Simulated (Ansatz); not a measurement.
# NaSnF3 (model cell, started as cubic perovskite with Sn in the octahedra): a soft mode frozen in, part 2 of 2

Wanted: the energy along a soft mode of NaSnF3 (model cell, started as cubic perovskite with Sn in the octahedra) and the structure at the end.

Ansatz 0.2.0; DFT LDA, scalar-relativistic, plane waves, PAW; PAW set soft_1.

So far, highest frequency on the path or at a solved wavevector (cm⁻¹): step 2 (the dispersion) 395. Also lowest frequency on the path (cm⁻¹): step 2 -193.

The structure was built from a prototype and need not be the compound's stable phase.

**6. Relaxing from the distorted cell**

Starting from the lowest point found, all atoms and the cell are let go, so that strain and other modes of the same symmetry can join in.

Contents of input.yaml:

```yaml
crystal:
  lattice:
    - [4.549909941, 0.0, 0.0]
    - [0.0, 4.549909941, 0.0]
    - [0.0, 0.0, 9.099819882]
  atoms:
    - { symbol: Na, position: [0.0, 0.0, 0.0] }
    - { symbol: Na, position: [0.0, 0.0, 0.5] }
    - { symbol: Sn, position: [0.5, 0.5041556696, 0.25] }
    - { symbol: Sn, position: [0.5, 0.4958443304, 0.75] }
    - { symbol: F, position: [0.5, 0.5, 0.0] }
    - { symbol: F, position: [0.5, 0.5, 0.5] }
    - { symbol: F, position: [0.5, 0.068386819, 0.25] }
    - { symbol: F, position: [0.5, -0.068386819, 0.75] }
    - { symbol: F, position: [0.0, 0.4296689376, 0.25] }
    - { symbol: F, position: [0.0, 0.5703310624, 0.75] }
kpoints:
  mp_grid: { grid: [8, 8, 4] }
hamiltonian:
  xc: lda
  pseudopotentials: { kind: paw, azcp: { folder: soft_1 }, xc_functional: pbe }
scf:
  occupations: { method: fixed }
output:
  forces: true
  stress: true
  eigenvalues: true
relax:
  adjacent_minimum: "off"
  f_tol: 0.002
  max_steps: 120
  cell: { stress_tol: 0.03 }
```

The run is started by

```
> ansatz run input.yaml --threads 4 --pin off --max-ram 16384MiB --backend cpu --events-out ev --progress --plain --runs-dir out
```

Numbers of over 12 decimals in the logs are rounded to 6 here.

Output:

```text
[...]
Crystal: 10 atoms, lattice volume = 188.382 Å³
Basis set: ecut = 420 eV, 3679 PW (Γ)
Bands: 54, of which v1, the nominal top of the filled ones, is band 44 counted from 1 (43 counted from 0)
Symmetry: 8 space group operations
[...]
k-points: 75 of 256
[...]
SCF iter   1: F=—  HF=-19470.009447 eV  |F-HF|=—  |Δ(HF+E_count)|=         —  Δρ=1.43e-1  dr2=3.22e1  ethr=3.10e-3  ⟨swp⟩=4.4  Hψ=14225  notcnv=0  defer=562
[...]
SCF iter  12: F=-19459.716852 eV  HF=-19459.716852 eV  |F-HF|=1.19e-8  |Δ(HF+E_count)|=   2.60e-8  Δρ=4.97e-6  dr2=4.47e-8  ethr=1.14e-10  ⟨swp⟩=13.2  Hψ=20764  notcnv=0
SCF 1 converged in 12 iterations: F = -19459.716852 eV  dr2 = 4.47e-8
[...]
relax step   1: F+E_penalty+E_count = -19459.71685239 eV  Δ(F+E_penalty+E_count) = +0.000e0 eV  max|allowed force component| = 1.142e0 eV/Å  Δτ_max = 0.0000 Å  P = +0.546 GPa  Ω = 188.382 Å³  (12 SCF iters, dr2 threshold 1.00e-7 eV, accepted)
Crystal: 10 atoms, lattice volume = 187.837 Å³
Basis set: ecut = 420 eV, 3683 PW (Γ)
[...]
iter 1 solved again at ethr=5.74e-4 eV; its pass at ethr=3.10e-3 eV (dr2=5.05e-1 eV) is discarded
[...]
SCF iter   8: F=-19459.943763 eV  HF=-19459.943763 eV  |F-HF|=2.34e-8  |Δ(HF+E_count)|=   1.76e-7  Δρ=6.92e-6  dr2=1.34e-7  ethr=1.14e-9  ⟨swp⟩=12.4  Hψ=20423  notcnv=0
SCF 2 converged in 8 iterations: F = -19459.943763 eV  dr2 = 1.34e-7
relax step   2: F+E_penalty+E_count = -19459.94376346 eV  Δ(F+E_penalty+E_count) = -2.269e-1 eV  max|allowed force component| = 2.332e-1 eV/Å  Δτ_max = 0.1123 Å  P = -0.967 GPa  Ω = 187.837 Å³  energy of the carried Pulay correction = +1.153e-3 eV  (8 SCF iters, dr2 threshold 1.00e-6 eV, accepted)
Crystal: 10 atoms, lattice volume = 179.823 Å³
Basis set: ecut = 420 eV, 3493 PW (Γ)
[...]
SCF iter   7: F=-19460.047569 eV  HF=-19460.047569 eV  |F-HF|=1.15e-7  |Δ(HF+E_count)|=   1.75e-6  Δρ=1.92e-5  dr2=5.95e-7  ethr=1.14e-9  ⟨swp⟩=11.4  Hψ=24297  notcnv=0
SCF 3 converged in 7 iterations: F = -19460.047569 eV  dr2 = 5.95e-7
relax step   3: F+E_penalty+E_count = -19460.04756878 eV  Δ(F+E_penalty+E_count) = -1.038e-1 eV  max|allowed force component| = 1.821e-1 eV/Å  Δτ_max = 0.1776 Å  P = -0.200 GPa  Ω = 179.823 Å³  energy of the carried Pulay correction = +1.852e-2 eV  (7 SCF iters, dr2 threshold 1.00e-6 eV, accepted)
[... from here on, the SCF cycles and remarks between the steps are left out ...]
relax step   4: F+E_penalty+E_count = -19460.05723011 eV  Δ(F+E_penalty+E_count) = -9.661e-3 eV  max|allowed force component| = 1.149e-1 eV/Å  Δτ_max = 0.0839 Å  P = +0.368 GPa  Ω = 180.375 Å³  energy of the carried Pulay correction = +1.730e-2 eV  (7 SCF iters, dr2 threshold 1.00e-6 eV, accepted)
relax step   5: F+E_penalty+E_count = -19460.06182095 eV  Δ(F+E_penalty+E_count) = -4.591e-3 eV  max|allowed force component| = 3.400e-2 eV/Å  Δτ_max = 0.0243 Å  P = +0.084 GPa  Ω = 180.779 Å³  energy of the carried Pulay correction = +1.641e-2 eV  (5 SCF iters, dr2 threshold 9.71e-7 eV, accepted)
relax step   6: F+E_penalty+E_count = -19460.06383440 eV  Δ(F+E_penalty+E_count) = -2.013e-3 eV  max|allowed force component| = 2.528e-2 eV/Å  Δτ_max = 0.0384 Å  P = +0.012 GPa  Ω = 180.846 Å³  energy of the carried Pulay correction = +1.626e-2 eV  (7 SCF iters, dr2 threshold 7.22e-8 eV, accepted)
relax step   7: F+E_penalty+E_count = -19460.06532504 eV  Δ(F+E_penalty+E_count) = -1.491e-3 eV  max|allowed force component| = 2.749e-2 eV/Å  Δτ_max = 0.0633 Å  P = -0.061 GPa  Ω = 181.171 Å³  energy of the carried Pulay correction = +1.554e-2 eV  (8 SCF iters, dr2 threshold 3.99e-8 eV, accepted)
relax step   8: F+E_penalty+E_count = -19460.06630412 eV  Δ(F+E_penalty+E_count) = -9.791e-4 eV  max|allowed force component| = 1.956e-2 eV/Å  Δτ_max = 0.0441 Å  P = -0.037 GPa  Ω = 181.261 Å³  energy of the carried Pulay correction = +1.534e-2 eV  (8 SCF iters, dr2 threshold 1.03e-7 eV, accepted)
relax step   9: F+E_penalty+E_count = -19460.06636175 eV  Δ(F+E_penalty+E_count) = -5.763e-5 eV  max|allowed force component| = 5.938e-3 eV/Å  Δτ_max = 0.0336 Å  P = -0.043 GPa  Ω = 181.480 Å³  energy of the carried Pulay correction = +1.487e-2 eV  (8 SCF iters, dr2 threshold 5.11e-8 eV, accepted)
relax step  10: F+E_penalty+E_count = -19460.06687190 eV  Δ(F+E_penalty+E_count) = -5.101e-4 eV  max|allowed force component| = 3.572e-3 eV/Å  Δτ_max = 0.0142 Å  P = +0.030 GPa  Ω = 181.272 Å³  energy of the carried Pulay correction = +1.532e-2 eV  (8 SCF iters, dr2 threshold 1.04e-8 eV, accepted)
relax step  11: F+E_penalty+E_count = -19460.06656280 eV  Δ(F+E_penalty+E_count) = +3.091e-4 eV  max|allowed force component| = 3.215e-3 eV/Å  Δτ_max = 0.0062 Å  P = -0.011 GPa  Ω = 181.418 Å³  energy of the carried Pulay correction = +1.500e-2 eV  (7 SCF iters, dr2 threshold 5.32e-9 eV, accepted)
relax step  12: F+E_penalty+E_count = -19460.06660101 eV  Δ(F+E_penalty+E_count) = -3.820e-5 eV  max|allowed force component| = 2.529e-3 eV/Å  Δτ_max = 0.0027 Å  P = +0.000 GPa  Ω = 181.401 Å³  energy of the carried Pulay correction = +1.504e-2 eV  (7 SCF iters, dr2 threshold 6.46e-10 eV, accepted)
relax step  13: F+E_penalty+E_count = -19460.06665031 eV  Δ(F+E_penalty+E_count) = -4.931e-5 eV  max|allowed force component| = 2.436e-4 eV/Å  Δτ_max = 0.0005 Å  P = +0.001 GPa  Ω = 181.379 Å³  energy of the carried Pulay correction = +1.509e-2 eV  (6 SCF iters, dr2 threshold 4.00e-10 eV, accepted)
relax step  14: F+E_penalty+E_count = -19460.06430956 eV  Δ(F+E_penalty+E_count) = +2.341e-3 eV  max|allowed force component| = 5.407e-4 eV/Å  Δτ_max = 0.0000 Å  P = -0.045 GPa  Ω = 181.379 Å³  stress off target by 2.10e-1 GPa  SCF on the basis re-selected at this cell (its energy is not comparable with the rows above)  (8 SCF iters)
relax step  15: F+E_penalty+E_count = -19460.06625473 eV  Δ(F+E_penalty+E_count) = -1.945e-3 eV  max|allowed force component| = 1.706e-2 eV/Å  Δτ_max = 0.0666 Å  P = +0.002 GPa  Ω = 181.112 Å³  energy of the carried Pulay correction = +6.116e-4 eV  (8 SCF iters, dr2 threshold 1.10e-7 eV, accepted)
relax step  16: F+E_penalty+E_count = -19460.06631169 eV  Δ(F+E_penalty+E_count) = -5.696e-5 eV  max|allowed force component| = 4.483e-3 eV/Å  Δτ_max = 0.0073 Å  P = +0.004 GPa  Ω = 181.144 Å³  energy of the carried Pulay correction = +5.407e-4 eV  (6 SCF iters, dr2 threshold 3.10e-8 eV, accepted)
relax step  17: F+E_penalty+E_count = -19460.06631634 eV  Δ(F+E_penalty+E_count) = -4.652e-6 eV  max|allowed force component| = 4.310e-4 eV/Å  Δτ_max = 0.0032 Å  P = -0.001 GPa  Ω = 181.146 Å³  energy of the carried Pulay correction = +5.372e-4 eV  (6 SCF iters, dr2 threshold 1.26e-9 eV, accepted)
[...]
SCF iter   6: F=-19460.066038 eV  HF=-19460.066038 eV  |F-HF|=3.64e-12  |Δ(HF+E_count)|=  7.28e-12  Δρ=5.03e-8  dr2=4.56e-12  ethr=1.00e-12  ⟨swp⟩=4.1  Hψ=14407  notcnv=0
SCF 18 converged in 6 iterations: F = -19460.066038 eV  dr2 = 4.56e-12
relax step  18: F+E_penalty+E_count = -19460.06603779 eV  Δ(F+E_penalty+E_count) = +2.786e-4 eV  max|allowed force component| = 4.576e-4 eV/Å  Δτ_max = 0.0000 Å  P = -0.005 GPa  Ω = 181.146 Å³  stress off target by 2.96e-2 GPa  SCF on the basis re-selected at this cell (its energy is not comparable with the rows above)  (6 SCF iters)
[...]
SCF converged after 6 iterations
Free energy (F): -19460.066038 eV
[...]
Internal energy: -19460.066038 eV  (E = F + TS)
E sigma→0 (E₀):  -19460.066038 eV
Fermi energy:    4.902190 eV
[...]
--- Forces (eV/Å), atoms counted from 1 ---
  atom   1  Na    -0.00000000    -0.00000000    -0.00000000
  atom   2  Na    -0.00000000    -0.00000000     0.00000000
  atom   3  Sn     0.00000000    -0.00045756     0.00000000
  atom   4  Sn     0.00000000     0.00045756     0.00000000
  atom   5  F      0.00000000     0.00000000     0.00000000
  atom   6  F      0.00000000     0.00000000    -0.00000000
  atom   7  F      0.00000000     0.00010086     0.00000000
  atom   8  F      0.00000000    -0.00010086     0.00000000
  atom   9  F      0.00000000     0.00030761     0.00000000
  atom  10  F      0.00000000    -0.00030761     0.00000000
  max |Σ_I F_I| component: 5.42e-20 eV/Å
--- Stress (GPa, compression-positive) ---
       -0.029591       0.000000       0.000000
        0.000000       0.029011       0.000000
        0.000000       0.000000      -0.012979
  P = ⅓ Tr σ = -0.0045 GPa (-0.045 kbar)
--- Band table (eV; the first three rows and the last of 75) ---
  k-point 0: bands = [... 40 lower, 0.6286, 0.6315, 1.0781, 3.3038, 6.6078, 6.9903, 9.4586, 9.7843, ... 6 higher]
  k-point 1: bands = [... 40 lower, 0.6289, 0.6311, 1.3423, 2.8795, 6.8642, 7.0613, 9.2732, 9.5550, ... 6 higher]
  k-point 2: bands = [... 40 lower, 0.6300, 0.6300, 2.0431, 2.0431, 7.1249, 7.1249, 9.2154, 9.2154, ... 6 higher]
  k-point 74: bands = [... 40 lower, 0.6302, 0.6302, 3.9749, 3.9749, 7.0954, 7.0954, 8.4848, 8.4848, ... 6 higher]
--- Relaxed structure (16 steps of the walk, 16 accepted, 2 SCFs on fresh bases) ---
  F+E_penalty+E_count = -19460.06603779 eV   max|allowed force component| = 4.576e-4 eV/Å   (the final SCF, on the basis selected at the relaxed cell)
  cell:  # Å, volume = 181.1461 Å³
    - [4.272002, 0.0, 0.0]
    - [0.0, 4.749071, 0.0]
    - [0.0, 0.0, 8.928712]
  atoms:
    - { symbol: Na, position: [0, 1.525061813065726e-19, 0] }
    - { symbol: Na, position: [0, 1.525061813065726e-19, 0.500000] }
    - { symbol: Sn, position: [0.5, 0.487842, 0.250000] }
    - { symbol: Sn, position: [0.5, 0.512158, 0.750000] }
    - { symbol: F, position: [0.5, 0.500000, 0] }
    - { symbol: F, position: [0.5, 0.500000, 0.500000] }
    - { symbol: F, position: [0.5, 0.049613, 0.250000] }
    - { symbol: F, position: [0.5, -0.049613, 0.750000] }
    - { symbol: F, position: [0, 0.332147, 0.250000] }
    - { symbol: F, position: [0, 0.667853, 0.750000] }
```

Wall time 2.7 min (4 threads of Arm Neoverse V2, shared host); peak memory 0.87 GiB; 11 min of CPU time.

Relaxation path:

```csv
step,energy less that of the first step (eV),largest force component (eV/Å),pressure (GPa),volume (Å³)
1,0.0000,1.1423,0.55,188.38
2,-0.2269,0.2331,-0.97,187.84
3,-0.3307,0.1821,-0.20,179.82
4,-0.3404,0.1149,0.37,180.38
5,-0.3450,0.0340,0.08,180.78
6,-0.3470,0.0253,0.01,180.85
7,-0.3485,0.0275,-0.06,181.17
8,-0.3495,0.0196,-0.04,181.26
9,-0.3495,0.0059,-0.04,181.48
10,-0.3500,0.0036,0.03,181.27
11,-0.3497,0.0032,-0.01,181.42
12,-0.3497,0.0025,0.00,181.40
13,-0.3498,0.0002,0.00,181.38
14*,-0.3475,0.0005,-0.04,181.38
15,-0.3494,0.0171,0.00,181.11
16,-0.3495,0.0045,0.00,181.14
17,-0.3495,0.0004,0.00,181.15
18*,-0.3492,0.0005,0.00,181.15
```

Relaxation steps marked * repeat the geometry before them on a plane-wave basis chosen anew for their cell, so energy and pressure can jump there.

Forces are held to the 8 operations that the run works with; a distortion that breaks them can't arise in this run.

```csv
cell as run,before,after,change
a (Å),4.550,4.272,-6.1 %
b (Å),4.550,4.749,+4.4 %
c (Å),9.100,8.929,-1.9 %
volume (Å³/atom),18.84,18.11,-3.8 %
```

The atoms that moved most (Å, as changes of fractional coordinates times the final cell):

```csv
atom,dx,dy,dz,length
F9,0.000,-0.463,0.000,0.463
F10,0.000,0.463,0.000,0.463
F7,0.000,-0.089,0.000,0.089
F8,0.000,0.089,0.000,0.089
Sn3,0.000,-0.077,0.000,0.077
Sn4,0.000,0.077,0.000,0.077
```

Numbers from this step:

```yaml
pressure: -0.004520 GPa
gap_on_the_k_mesh: 1.615 eV
volume_per_atom: 18.11 Å³
```

The distorted start has space group Pmma; the relaxation ends in Pmma.

**7. The new phase in its own primitive cell**

The relaxed structure is symmetrised, reduced to its primitive cell and relaxed tightly, as its phonons need.

Contents of input.yaml:

```yaml
crystal:
  lattice:
    - [8.9287122586, 0.0, 0.0]
    - [0.0, 4.2720015168, 0.0]
    - [0.0, 0.0, 4.7490710958]
  atoms:
    - { symbol: Na, position: [0.0, 0.0, 0.0] }
    - { symbol: Na, position: [0.5, 0.0, 0.0] }
    - { symbol: Sn, position: [0.25, 0.5, 0.4878424952] }
    - { symbol: Sn, position: [0.75, 0.5, 0.5121575048] }
    - { symbol: F, position: [0.0, 0.5, 0.5] }
    - { symbol: F, position: [0.5, 0.5, 0.5] }
    - { symbol: F, position: [0.25, 0.5, 0.0496129727] }
    - { symbol: F, position: [0.75, 0.5, 0.9503870273] }
    - { symbol: F, position: [0.25, 0.0, 0.3321473156] }
    - { symbol: F, position: [0.75, 0.0, 0.6678526844] }
kpoints:
  mp_grid: { grid: [4, 6, 6] }
hamiltonian:
  xc: lda
  pseudopotentials: { kind: paw, azcp: { folder: soft_1 }, xc_functional: pbe }
scf:
  occupations: { method: fixed }
output:
  forces: true
  stress: true
  eigenvalues: true
relax:
  adjacent_minimum: "off"
  f_tol: 0.001
  max_steps: 60
  cell: { stress_tol: 0.01 }
```

Output:

```text
[...]
Crystal: 10 atoms, lattice volume = 181.146 Å³
Basis set: ecut = 420 eV, 3537 PW (Γ)
Bands: 54, of which v1, the nominal top of the filled ones, is band 44 counted from 1 (43 counted from 0)
Symmetry: 8 space group operations
[...]
k-points: 48 of 144
[...]
atoms:
    - { symbol: Na, position: [0, 0, 0] }
    - { symbol: Na, position: [0.5, 0, 0] }
    - { symbol: Sn, position: [0.25, 0.5, 0.489290] }
    - { symbol: Sn, position: [0.75, 0.5, 0.510710] }
    - { symbol: F, position: [0, 0.5, 0.5] }
    - { symbol: F, position: [0.5, 0.5, 0.5] }
    - { symbol: F, position: [0.25, 0.5, 0.051700] }
    - { symbol: F, position: [0.75, 0.5, 0.948300] }
    - { symbol: F, position: [0.25, 0, 0.333914] }
    - { symbol: F, position: [0.75, 0, 0.666086] }
[key lines of the parts left out:]
SCF converged after 5 iterations
Free energy (F): -19460.065832 eV
Fermi energy:    4.893497 eV
P = ⅓ Tr σ = -0.0007 GPa (-0.007 kbar)
```

Run time: 57 s. Hardware: 4 threads; peak memory 0.7 GiB.

Step by step:

```csv
step,energy less that of the first step (eV),largest force component (eV/Å),pressure (GPa),volume (Å³)
1,0.0000,0.0007,0.00,181.15
2,0.0000,0.0017,-0.01,181.18
3,-0.0001,0.0019,0.01,181.12
4,0.0000,0.0008,0.00,181.14
5,0.0000,0.0014,-0.01,181.15
6,0.0000,0.0022,-0.01,181.15
7,-0.0001,0.0010,0.00,181.14
8,-0.0001,0.0002,0.00,181.13
9*,0.0000,0.0002,0.00,181.13
```

Relaxation steps marked * repeat the geometry before them on a plane-wave basis chosen anew for their cell, so energy and pressure can jump there.

Forces are held to the 8 operations that the run works with; a distortion that breaks them can't arise in this run.

```csv
"conventional cell, symmetrised",before,after,change
a (Å),8.929,8.926,-0.0 %
b (Å),4.272,4.269,-0.1 %
c (Å),4.749,4.754,+0.1 %
volume (Å³/atom),18.11,18.11,-0.0 %
```

Final coordinates:

```xyz
10
Lattice="8.9256 0.0000 0.0000 0.0000 4.2687 0.0000 0.0000 0.0000 4.7540" Properties=species:S:1:pos:R:3 pbc="T T T"
Na    0.0000    0.0000    0.0000
Na    4.4628    0.0000    0.0000
Sn    2.2314    2.1343    2.3261
Sn    6.6942    2.1343    2.4279
F     0.0000    2.1343    2.3770
F     4.4628    2.1343    2.3770
F     2.2314    2.1343    0.2458
F     6.6942    2.1343    4.5082
F     2.2314    0.0000    1.5874
F     6.6942    0.0000    3.1666
```

This step gave:

```
pressure           : -7.28e-4 GPa
gap on the k-mesh  : 1.625 eV
direct gap on mesh : 2.015 eV
```

The largest force component left is 0.16 meV/Å and the pressure is -0.001 GPa, within the tolerances set. The cell now holds 18.11 Å³/atom.

**8. Summary of results**

* unstable mode of the parent: q = (0, 0, -0.5), 164i cm⁻¹
* depth at the lowest point sampled: 11.7 meV/atom
* largest atomic shift at that point: 0.32 Å
* space group reached (within 0.01 Å): Pmma
* energy gained over the parent (first relaxation, on the mesh of the frozen mode): 46.6 meV/atom
* volume per atom, phase reached: 18.1 Å³
* gap on the k-mesh, phase reached: 1.62 eV

What this shows: Along this mode the structure falls into Pmma, 46.6 meV/atom below the parent. At the parent's cell the well is 11.73 meV/atom deep on the steps tried, with its lowest point at a shift of 0.32 Å. Relaxing atoms and cell changes the gain by +34.92 meV/atom against the lowest step (energies at zero smearing). Most of the total comes from this relaxation. The modes of the phase reached were not computed on this path. Of the 6 patterns followed to their end from this parent, this one ends 138 meV/atom above the lowest, R3m. Each path keeps the symmetry of its pattern, so a lower phase may lie along a pattern not tried. Spin-orbit coupling is left out, which can matter for the heavy elements here. The PAW files were made for PBE and serve the other functionals too. The starting cell was built on a prototype and not taken from a measurement, so the phase need not exist.

[Logs are printed without paths, hosts, clocks, repeated set-up lines and the standing remarks that a program may print on its own settings, such as how far it seeks lower states.]

[Hosts, paths, dates, database ids (printed as entryN), source tags and the programs' standing remarks are cut or masked in the printed files.]
